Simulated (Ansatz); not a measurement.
## What SbAs (model cell, started as rocksalt type) distorts into

Aim: this structure of SbAs (model cell, started as rocksalt type) is to be tested for unstable modes, and one is followed downhill.

Method: DFT PBEsol, scalar-relativistic, plane waves, PAW, in Ansatz 0.2.0.

The structure was built from a prototype and need not be the compound's stable phase.

**1. Set-up**

Symmetry: Fm-3m, No. 225, cubic system. The conventional cell has a = 5.763 Å, b = 5.763 Å, c = 5.763 Å, α = 90.00°, β = 90.00°, γ = 90.00°. Nearest to Sb lie 6 As at 2.88 Å. Nearest to As lie 6 Sb at 2.88 Å. Farther neighbours are not listed.

**2. Response at finite wavevector**

The cell comes from relaxations at this level that are not shown. Stability and thermal properties need the whole zone. Linear response on a 4×4×4 q mesh gives force constants as far as a supercell of that size would.

Input file input.yaml:

```yaml
crystal:
  lattice:
    - [0.0, 2.8813061903, 2.8813061903]
    - [2.8813061903, 0.0, 2.8813061903]
    - [2.8813061903, 2.8813061903, 0.0]
  atoms:
    - { symbol: Sb, position: [0.0, 0.0, 0.0] }
    - { symbol: As, position: [0.5, 0.5, 0.5] }
kpoints:
  mp_grid: { grid: [12, 12, 12] }
hamiltonian:
  xc: pbesol
scf:
  occupations: { method: methfessel_paxton, width: 0.2 }
output:
  eigenvalues: true
phonons:
  method: dfpt
  qmesh: [4, 4, 4]
  temperatures: { t_max: 1000, t_step: 50 }
  qpath:
    path:
      - [[0.0, 0.0, 0.0], [0.5, 0.0, 0.5], [0.625, 0.25, 0.625]]
      - [[0.375, 0.375, 0.75], [0.0, 0.0, 0.0], [0.5, 0.5, 0.5], [0.5, 0.25, 0.75], [0.5, 0.0, 0.5]]
    npoints: 10
```

Started as:

```bash
$ ansatz run input.yaml --threads 4 --pin off --max-ram 7168MiB --backend cpu --events-out ev --progress --plain --runs-dir out
```

Numbers of over 12 decimals in the logs are rounded to 6 here.

What it wrote:

```text
Engine: ansatz 0.2.0, aarch64-unknown-linux-gnu
Pseudopotentials: kind: paw
Pseudopotential: Sb, paw, valence charge 15, recommended cutoff 420 eV (normal), Sb.paw.azcp
Pseudopotential: As, paw, valence charge 15, recommended cutoff 420 eV (normal), As.paw.azcp
Functional definition: PBEsol
  exchange = pbesol_x
  correlation = pbesol_c
Crystal: 2 atoms, lattice volume = 47.841 Å³
Basis set: ecut = 420 eV, 941 PW (Γ), exchange–correlation on 60×60×60 points (8 copies of the dense FFT grid, shifted against one another)
Bands: 19, of which v1, the nominal top of the filled ones, is band 15 counted from 1 (14 counted from 0)
Symmetry: 48 space group operations
k-points: 72 of 1728
Non-local potential: Sb, projectors of the file, l = 0: 2, l = 1: 2, l = 2: 2, l = 3: 2
Non-local potential: As, projectors of the file, l = 0: 2, l = 1: 2, l = 2: 3, l = 3: 1
PAW form: soft (Blöchl's): semilocal exchange-correlation on the pseudo side does not see the compensation charge
PAW frozen core: Sb, regenerated for the run's functional, and the local potential with it (the file was generated under x = pbe(κ = 0.804, μ = 0.219515), c = pbe(β = 0.066725))
PAW frozen core: As, regenerated for the run's functional, and the local potential with it (the file was generated under x = pbe(κ = 0.804, μ = 0.219515), c = pbe(β = 0.066725))
PAW one-centre angular grid: Sb, 590 points (default); XC on 64 Gauss nodes
PAW one-centre angular grid: As, 590 points (default); XC on 64 Gauss nodes
Initial density: superposition of atomic densities (neutral atoms: chi_scale 0, normalization atom), corrected by the library's trained network
Initial wavefunctions: pseudopotential atomic-orbital guess
Functional: x = pbesol(κ = 0.804, μ = 0.123457), c = pbesol(β = 0.046)
SCF iter   1: F=—  HF=-11221.049688 eV  |F-HF|=—  |Δ(HF+E_count)|=         —  Δρ=2.78e-3  dr2=6.06e-3  ethr=1.77e-3  ⟨swp⟩=5.2  Hψ=6279  notcnv=0
preconditioner: auto → Kerker (q_TF=auto, 2.524 Å⁻¹)  [metal: Δε(μ)=0.076 eV  Ē_g=9.535 eV  σ=0.200 eV  W_gap=0.32  n_scr=14 (ndim 8)  ℏωp=17.0 eV  f_vac=0.000  D(μ)=0.96/eV (n_scr^D=8)]
SCF iter   2: F=—  HF=-11221.047002 eV  |F-HF|=—  |Δ(HF+E_count)|=   2.69e-3  S|Δr|=    0.00e0  Δρ=1.55e-3  dr2=1.28e-3  ethr=2.02e-5  ⟨swp⟩=2.6  Hψ=3035  notcnv=0
SCF iter   3: F=—  HF=-11221.046700 eV  |F-HF|=—  |Δ(HF+E_count)|=   3.02e-4  S|Δr|=    0.00e0  Δρ=4.50e-4  dr2=1.50e-4  ethr=4.28e-6  ⟨swp⟩=2.1  Hψ=1783  notcnv=0
SCF iter   4: F=—  HF=-11221.046689 eV  |F-HF|=—  |Δ(HF+E_count)|=   1.09e-5  S|Δr|=    0.00e0  Δρ=2.11e-4  dr2=2.23e-5  ethr=5.01e-7  ⟨swp⟩=2.1  Hψ=1701  notcnv=0
SCF iter   5: F=—  HF=-11221.046694 eV  |F-HF|=—  |Δ(HF+E_count)|=   4.84e-6  S|Δr|=    0.00e0  Δρ=6.40e-5  dr2=2.60e-6  ethr=7.44e-8  ⟨swp⟩=2.1  Hψ=2036  notcnv=0
SCF iter   6: F=—  HF=-11221.046693 eV  |F-HF|=—  |Δ(HF+E_count)|=   7.55e-7  S|Δr|=    0.00e0  Δρ=3.32e-5  dr2=2.70e-7  ethr=8.67e-9  ⟨swp⟩=2.0  Hψ=2094  notcnv=0
SCF iter   7: F=—  HF=-11221.046693 eV  |F-HF|=—  |Δ(HF+E_count)|=   2.95e-7  S|Δr|=    0.00e0  Δρ=6.12e-6  dr2=1.50e-8  ethr=8.98e-10  ⟨swp⟩=2.0  Hψ=2454  notcnv=0
SCF iter   8: F=—  HF=-11221.046693 eV  |F-HF|=—  |Δ(HF+E_count)|=   2.73e-9  S|Δr|=    0.00e0  Δρ=1.30e-6  dr2=6.55e-10  ethr=5.00e-11  ⟨swp⟩=2.9  Hψ=2138  notcnv=0
SCF iter   9: F=-11221.046693 eV  HF=-11221.046693 eV  |F-HF|=1.82e-12  |Δ(HF+E_count)|=  1.09e-10  S|Δr|=    0.00e0  Δρ=1.27e-7  dr2=5.68e-12  ethr=1.00e-12  ⟨swp⟩=4.3  Hψ=6597  notcnv=0
SCF 1 converged in 9 iterations: F = -11221.046693 eV  dr2 = 5.68e-12
  greatest PAW one-centre occupation: 0.999 electrons in one spin orbital (limit 2), on the As atom at site 1 (counted from 0), in its partial waves of l = 2
Initial density: read from a saved state, or passed on in memory by an earlier SCF of this step, an earlier step, the calling program or the single point that the run made first
iter 1 solved again at ethr=1.48e-7 eV; its pass at ethr=3.10e-3 eV (dr2=4.45e-5 eV) is discarded
SCF iter   1: F=—  HF=-11221.046693 eV  |F-HF|=—  |Δ(HF+E_count)|=         —  Δρ=7.81e-7  dr2=1.19e-10  ethr=1.48e-7  ⟨swp⟩=2.9  Hψ=9554  notcnv=0
eigensolver tolerance schedule: the retry pair's looser diagonalisation over-reported the residual by 373854.07 of it (diagonalisation noise at an unbounded share of the residual, at the tolerance the schedule requests for it); recorded, not acted on — ethr = c·dr2/N_el stays at c = 1.0e-1
preconditioner: auto → Kerker (q_TF=auto, 2.524 Å⁻¹)  [metal: Δε(μ)=0.060 eV  Ē_g=9.538 eV  σ=0.200 eV  W_gap=0.25  n_scr=14 (ndim 8)  ℏωp=17.0 eV  f_vac=0.000  D(μ)=0.95/eV (n_scr^D=8)]
SCF iter   2: F=—  HF=-11221.046693 eV  |F-HF|=—  |Δ(HF+E_count)|=   3.28e-7  S|Δr|=    0.00e0  Δρ=4.03e-7  dr2=3.23e-11  ethr=1.00e-12  ⟨swp⟩=4.1  Hψ=3561  notcnv=0
SCF iter   3: F=—  HF=-11221.046693 eV  |F-HF|=—  |Δ(HF+E_count)|=  2.36e-11  S|Δr|=    0.00e0  Δρ=2.63e-7  dr2=1.37e-11  ethr=1.00e-12  ⟨swp⟩=3.1  Hψ=3350  notcnv=0
SCF iter   4: F=-11221.046693 eV  HF=-11221.046693 eV  |F-HF|=1.82e-12  |Δ(HF+E_count)|=  5.46e-12  S|Δr|=    0.00e0  Δρ=1.34e-7  dr2=3.38e-12  ethr=1.00e-12  ⟨swp⟩=2.0  Hψ=2736  notcnv=0
SCF 2 converged in 4 iterations: F = -11221.046693 eV  dr2 = 3.38e-12
phonons: the bands overlap, so this run is a metal and interpolates without the dipole-dipole term. If the crystal is really an insulator or semiconductor, its LO-TO splitting is missing
NSCF: frozen V_eff on 72 k-points
NSCF: frozen V_eff on 163 k-points
DFPT response loops at q = (0, 0, 0) (fractional): preconditioner auto → Kerker (q_TF=auto, 2.524 Å⁻¹) (partly filled bands, converged f_vac=0.000); β = 1.00, the filter's whole step (`scf.mixing.beta` (0.50) is not read by the response loops under this deck's `scf.mixing.preconditioner`; to damp them name `kerker` or `kerker_dos`, under which they read `scf.mixing.beta`, and type it under 1.00, their step now; both keys bind the ground state too); Broyden in place of MSR1
NSCF: frozen V_eff on 1872 k-points
DFPT response loops at q = (0, 0, 0.25) (fractional): mixed as the last ones told, above
NSCF: frozen V_eff on 952 k-points
DFPT response loops at q = (0, 0, -0.5) (fractional): mixed as the last ones told, above
NSCF: frozen V_eff on 1020 k-points
DFPT response loops at q = (0, 0.25, 0.25) (fractional): mixed as the last ones told, above
NSCF: frozen V_eff on 3456 k-points
DFPT response loops at q = (0, 0.25, -0.5) (fractional): mixed as the last ones told, above
NSCF: frozen V_eff on 1872 k-points
DFPT response loops at q = (0, 0.25, -0.25) (fractional): mixed as the last ones told, above
NSCF: frozen V_eff on 560 k-points
DFPT response loops at q = (0, -0.5, -0.5) (fractional): mixed as the last ones told, above
NSCF: frozen V_eff on 1020 k-points
DFPT response loops at q = (0.25, -0.5, -0.25) (fractional): mixed as the last ones told, above
SCF converged after 9 iterations
Stability not checked: this state was not tested for a lower state beside it, because cold or Methfessel-Paxton smearing, or corrected tetrahedra, fill the levels in a way that the test cannot read (fill_not_monotonic; see scf.lower_state_search)
Free energy (F): -11221.046693 eV
Harris-Foulkes:  -11221.046693 eV  (|F-HF|=1.82e-12)
Internal energy: -11221.045452 eV  (E = F + TS)
E sigma→0 (E₀):  -11221.046383 eV
Entropy (-TS):   -0.001241 eV (-0.620 meV/atom)
Fermi energy:    11.147655 eV
--- Per-component energies (eV) ---
  E_band       = -373.720881
  E_kinetic    = 310.526527
  E_local      = -3117.113778  (includes V_loc(G=0)·N_el)
  E_nonlocal   = -304.512557
  E_hartree    = 1587.714708
  E_xc         = -216.718205
  E_vxc        = -176.529579  (∫ρ·V_xc dr)
  E_paw        = -6291.806342  (= ΣΔE_a)
  E_vpaw       = -261.521039  (= ΣTr[D̂ρ^β])
  E_aug_tail   = 0.000005  (compensation charges beyond the density's cutoff)
  E_ewald      = -3190.434096
  E_core_change = 1.298286  (= ΣΔE_core)
  E_smearing   = -0.001241  (= −TS)
  E_closure    = 0.000000  (closes the sum)
  Σ components = -11221.046693   (vs F -11221.046693, Δ=0.00e0)
--- Band table (eV; the first three rows and the last of 72) ---
  k-point 0: bands = [... 11 lower, 6.3765, 9.2932, 9.2932, 9.2932, 14.9349, 14.9349, 14.9349, 16.4399]
  k-point 1: bands = [... 11 lower, 5.9214, 9.3054, 9.3054, 9.5756, 14.5052, 14.5052, 14.6024, 16.3527]
  k-point 2: bands = [... 11 lower, 4.9197, 9.3516, 9.3516, 10.0657, 13.6257, 13.6257, 13.9019, 16.4143]
  k-point 71: bands = [... 11 lower, 1.8662, 5.6467, 5.6467, 11.1572, 11.6003, 16.5979, 16.5979, 18.1647]
--- Phonons (Γ-DFPT): 2 representative perturbations + reference (Σ response iterations 6) ---
  ASR residual: 1.381e-5 → 0.000e0 eV/Å²; symmetrization residual: 1.355e-5 eV/Å²
  ASR residual per site (eV/Å²): 1.38e-5 9.80e-6
  Γ frequencies (cm⁻¹): -143.38 -143.38 -143.38 0.00 0.00 0.00
--- Phonons (arbitrary-q DFPT): 8 irreducible q on the 4×4×4 mesh ---
  q = [0.0000, 0.0000, 0.0000] (star 1, of the zone-centre solve; hermiticity 7.73e-6, symmetrization 4.82e-12): -143.38 -143.38 -143.38 -0.00 0.00 0.00
  q = [0.0000, 0.0000, 0.2500] (star 8, 2 solved perturbations on 936 of 1728 k-point pairs; hermiticity 1.01e-5, symmetrization 3.86e-12): 68.05 68.05 89.96 139.23 139.23 162.58
  q = [0.0000, 0.0000, -0.5000] (star 4, 2 solved perturbations on 476 of 1728 k-point pairs; hermiticity 1.35e-13, symmetrization 1.26e-12): 108.99 108.99 145.93 147.19 147.19 163.68
  q = [0.0000, 0.2500, 0.2500] (star 6, 4 solved perturbations in 1608 linear systems a pass and spin channel, the states on 510 of 1728 k-point pairs; hermiticity 5.79e-6, symmetrization 1.34e-12): 34.60 34.60 62.83 62.83 115.36 142.28
  q = [0.0000, 0.2500, -0.5000] (star 24, 4 solved perturbations in 5328 linear systems a pass and spin channel, the states on 1728 of 1728 k-point pairs; hermiticity 6.88e-6, symmetrization 2.72e-12): 77.34 80.42 97.40 118.72 126.85 143.66
  q = [0.0000, 0.2500, -0.2500] (star 12, 4 solved perturbations in 2892 linear systems a pass and spin channel, the states on 936 of 1728 k-point pairs; hermiticity 6.34e-6, symmetrization 4.63e-12): 55.02 62.63 103.74 130.88 137.38 152.38
  q = [0.0000, -0.5000, -0.5000] (star 3, 4 solved perturbations in 886 linear systems a pass and spin channel, the states on 280 of 1728 k-point pairs; hermiticity 1.34e-5, symmetrization 2.92e-12): 42.60 42.60 61.96 88.99 100.77 100.77
  q = [0.2500, -0.5000, -0.2500] (star 6, 4 solved perturbations in 1544 linear systems a pass and spin channel, the states on 510 of 1728 k-point pairs; hermiticity 6.08e-6, symmetrization 1.47e-12): 61.87 61.87 96.04 96.04 115.53 143.08
  sum rule: each row above includes the acoustic sum rule's correction from the zone centre's row sums; it moved no ω² by more than (0.19 cm⁻¹)²
  mesh force constants: q→R imaginary residual 2.15e-18; ASR residual 1.381e-5 → 0.000e0 eV/Å²; symmetrization residual 3.553e-15 eV/Å²
  interpolated dispersion: 62 rows × 6 modes
  density of states and harmonic sums: on the 20×20×20 q-mesh, interpolated from the force constants of a 4×4×4 supercell (no non-analytic term)
  largest difference from the sums on the solved wave vectors: F 6.63e-3 eV, S 9.21e-6 and C_V 3.67e-6 eV/K
  zero-point energy: 0.038000 eV/cell   skipped modes (ω ≤ 0): 38, of them read as no rigid motion or as one in doubt: 35 (6.338e-2 modes/cell left out, lowest -143.38 cm⁻¹)   left out of the sums: 1.06e-2 of the cell's modes: C_V's classical limit lies that fraction below 3 k_B per atom; for a crystal, a wire or a layer, F and S can be off by more, and a phonons.interpolated_qmesh denser along its periods is the remedy for the sampling
```

The job ended after 5.1 min (4 threads of Arm Neoverse V2, shared host; peak memory 3.7 GiB; 20 min of CPU time).

This step gave:

* volume per atom: 23.92 Å³
* gap on the k-mesh: 0 eV
* sum-rule residual before enforcement: 1.38e-5 eV/Å²
* lowest frequency on the path: -143.4 cm⁻¹
* point group: m-3m
* highest frequency on the path or at a solved wavevector: 184.4 cm⁻¹
* highest optical mode at the zone centre (no LO-TO term): -143.4 cm⁻¹
* lowest optical zone-centre mode: -143.4 cm⁻¹
* lowest mode on the q mesh (acoustic modes at Γ apart): -143.4 cm⁻¹

Frequencies (cm⁻¹) solved at each irreducible wavevector; negative means imaginary. Frequencies by wavevector, by row:

```tsv
q in reciprocal lattice units	star	mode 1	mode 2	mode 3	mode 4	mode 5	mode 6
0 0 0	1	-143.4	-143.4	-143.4	0	0	0
0 0 0.25	8	68	68	90	139.2	139.2	162.6
0 0 -0.5	4	109	109	145.9	147.2	147.2	163.7
0 0.25 0.25	6	34.6	34.6	62.8	62.8	115.4	142.3
0 0.25 -0.5	24	77.3	80.4	97.4	118.7	126.8	143.7
0 0.25 -0.25	12	55	62.6	103.7	130.9	137.4	152.4
0 -0.5 -0.5	3	42.6	42.6	62	89	100.8	100.8
0.25 -0.5 -0.25	6	61.9	61.9	96	96	115.5	143.1
```

Interpolated from a 4×4×4 q mesh. The phonon branches at the labelled points (cm⁻¹):

```tsv
point	branch 1	branch 2	branch 3	branch 4	branch 5	branch 6
Γ	-143	-143	-143	0	0	0
halfway	35	35	63	63	115	142
X	43	43	62	89	101	101
halfway	54	61	66	91	110	121
U	66	68	84	86	126	150
jump to K	66	68	84	86	126	150
halfway	49	88	89	110	150	167
Γ	-143	-143	-143	0	0	0
halfway	68	68	90	139	139	163
L	109	109	146	147	147	164
halfway	78	87	110	122	135	149
W	62	62	96	96	116	143
halfway	58	66	76	93	105	135
X	43	43	62	89	101	101
```

The phonon branches as a text plot (rows in cm⁻¹):

```
    178 |                                    ****
    164 |                  *   **           * *  ***
    150 |                ** ******           * **********  **
    137 |    *****      *  ****  *          *   * *****  **  *
    123 |              ****  ***           *   *    ******    *
    109 |   *  ** **  **    *** * **       * ** ****  *** *******
     96 |    **  *  *****  **  *****        * **   ***  *********
     82 |   *     **     ***    **         * *       ***     *
     68 |      ************ **** ***      * *          **********
     55 |  * **   **   **  * **** ***     **               *****
     41 |      ***  ***     *    ****    *                     **
     27 | *****                   ****  **
     14 | *                          *  * *
      0 |*                            **
    -14 |
    -27 |
    -41 |  *                        *
    -55 |   *
    -68 |                           *
    -82 |
    -96 |  *                        *    *
   -109 |
   -123 | *                          *
   -137 |**                          ****
         Γ           X  U|K            Γ         L        W     X
```

Symmetry leaves 8 wavevectors to solve. The lowest mode among them, the acoustic zeros apart, lies at Γ and is imaginary, 143.4i cm⁻¹, so the energy falls along it.

**3. The mode frozen in, largest atomic shift 0 Å**

The mode followed lies at Γ with frequency 143.4i cm⁻¹ and is 3-fold degenerate, the softest among the wavevectors solved. At small amplitude the distorted cell has space group no. 160 by a symmetry search on the positions. The undistorted cell that holds it gives the zero of energy on the same k mesh.

input.yaml, the sections that differ from step 2:

```yaml
output:
  forces: true
  stress: true
  eigenvalues: true
# crystal, kpoints, hamiltonian, scf: as in step 2
# phonons: removed
```

What it wrote:

```text
[...]
Crystal: 2 atoms, lattice volume = 47.841 Å³
Basis set: ecut = 420 eV, 941 PW (Γ), exchange–correlation on 60×60×60 points (8 copies of the dense FFT grid, shifted against one another)
Bands: 19, of which v1, the nominal top of the filled ones, is band 15 counted from 1 (14 counted from 0)
Symmetry: 48 space group operations
[...]
k-points: 72 of 1728
[...]
--- Band table (eV; the first three rows and the last of 72) ---
  k-point 0: bands = [... 11 lower, 6.3766, 9.2933, 9.2933, 9.2933, 14.9350, 14.9350, 14.9350, 16.4399]
  k-point 1: bands = [... 11 lower, 5.9215, 9.3055, 9.3055, 9.5757, 14.5052, 14.5052, 14.6024, 16.3527]
  k-point 2: bands = [... 11 lower, 4.9198, 9.3517, 9.3517, 10.0657, 13.6258, 13.6258, 13.9019, 16.4144]
  k-point 71: bands = [... 11 lower, 1.8663, 5.6468, 5.6468, 11.1572, 11.6004, 16.5979, 16.5979, 18.1648]
[key lines of the parts left out:]
SCF converged after 7 iterations
Free energy (F): -11221.046693 eV
Fermi energy:    11.147697 eV
P = ⅓ Tr σ = 0.0001 GPa (0.001 kbar)
```

Run time: 0.87 s. Hardware: 4 threads; peak memory 0.38 GiB; 2.9 s of CPU time.

This step gave:

```
pressure                         : 8.35e-5 GPa
energy from the undistorted cell : 0 meV/atom
```

The run ends at a pressure of 0.00 GPa.

**4. The mode frozen in, largest atomic shift 0.14 Å**

The atoms are moved along the unstable eigenvector, the largest shift by 0.14 Å, with the cell fixed.

input.yaml, the sections that differ from step 3:

```yaml
crystal:
  lattice:
    - [0.0, 2.8813061903, 2.8813061903]
    - [2.8813061903, 0.0, 2.8813061903]
    - [2.8813061903, 2.8813061903, 0.0]
  atoms:
    - { symbol: Sb, position: [0.0258923596, -0.0086307865, -0.0086307865] }
    - { symbol: As, position: [0.4579206275, 0.5140264575, 0.5140264575] }
# kpoints, hamiltonian, scf, output: as in step 3
```

What it wrote:

```text
[...]
Crystal: 2 atoms, lattice volume = 47.841 Å³
Basis set: ecut = 420 eV, 941 PW (Γ), exchange–correlation on 60×60×60 points (8 copies of the dense FFT grid, shifted against one another)
Bands: 19, of which v1, the nominal top of the filled ones, is band 15 counted from 1 (14 counted from 0)
Symmetry: 6 space group operations
[...]
k-points: 189 of 1728 (time reversal used)
[...]
--- Band table (eV; the first three rows and the last of 189) ---
  k-point 0: bands = [... 11 lower, 6.4400, 9.2155, 9.2155, 9.4363, 14.3707, 14.7984, 14.7984, 16.6162]
  k-point 1: bands = [... 11 lower, 5.9681, 9.2175, 9.3855, 9.5608, 14.1431, 14.4785, 14.5372, 16.4250]
  k-point 2: bands = [... 11 lower, 4.9443, 9.2326, 9.4312, 10.0246, 13.5553, 13.7289, 13.8962, 16.3733]
  k-point 188: bands = [... 11 lower, 1.3102, 9.8055, 9.8055, 10.6215, 11.1037, 11.1037, 12.1655, 19.8021]
[key lines of the parts left out:]
SCF converged after 6 iterations
Free energy (F): -11221.099325 eV
Fermi energy:    11.215266 eV
P = ⅓ Tr σ = 1.5443 GPa (15.443 kbar)
```

The job ended after 2.9 s (4 threads; peak memory 0.49 GiB).

This step gave:

```yaml
pressure: 1.544 GPa
energy_from_the_undistorted_cell: -26.75 meV/atom
```

The energy, extrapolated to zero smearing, is -26.75 meV/atom against the undistorted cell.

The run ends at a pressure of 1.54 GPa, with forces up to 0.16 eV/Å.

**5. Energy along the mode, all amplitudes (two of the runs are shown above)**

An imaginary frequency means negative curvature, so the energy should fall and then rise again as anharmonic terms take over.

Numbers from this step:

```yaml
depth_at_the_lowest_point_sampled: 26.75 meV/atom
largest_atomic_shift_at_that_point: 0.14 Å
```

Energy from the parent against largest atomic shift:

```tsv
largest atomic shift (Å)	energy from the parent (meV/atom)
0.000	0
0.040	-3.59
0.080	-13.0
0.140	-26.8
0.220	-18.7
0.320	59.3
```

Displacement at unit largest shift by atom:

```tsv
atom	x (Å)	y (Å)	z (Å)	size
Sb1	-0.355	0.355	0.355	0.615
As2	0.577	-0.577	-0.577	0.999
```

The lowest of the steps tried is at 0.14 Å, 26.8 meV/atom below the parent; the bottom of the well need not coincide with a step.

(Continued in part 2 of 2.)

[Logs are printed without paths, hosts, clocks, repeated set-up lines and the standing remarks that a program may print on its own settings, such as how far it seeks lower states.]

[Hosts, paths, dates, database ids (printed as entryN), source tags and the programs' standing remarks are cut or masked in the printed files.]
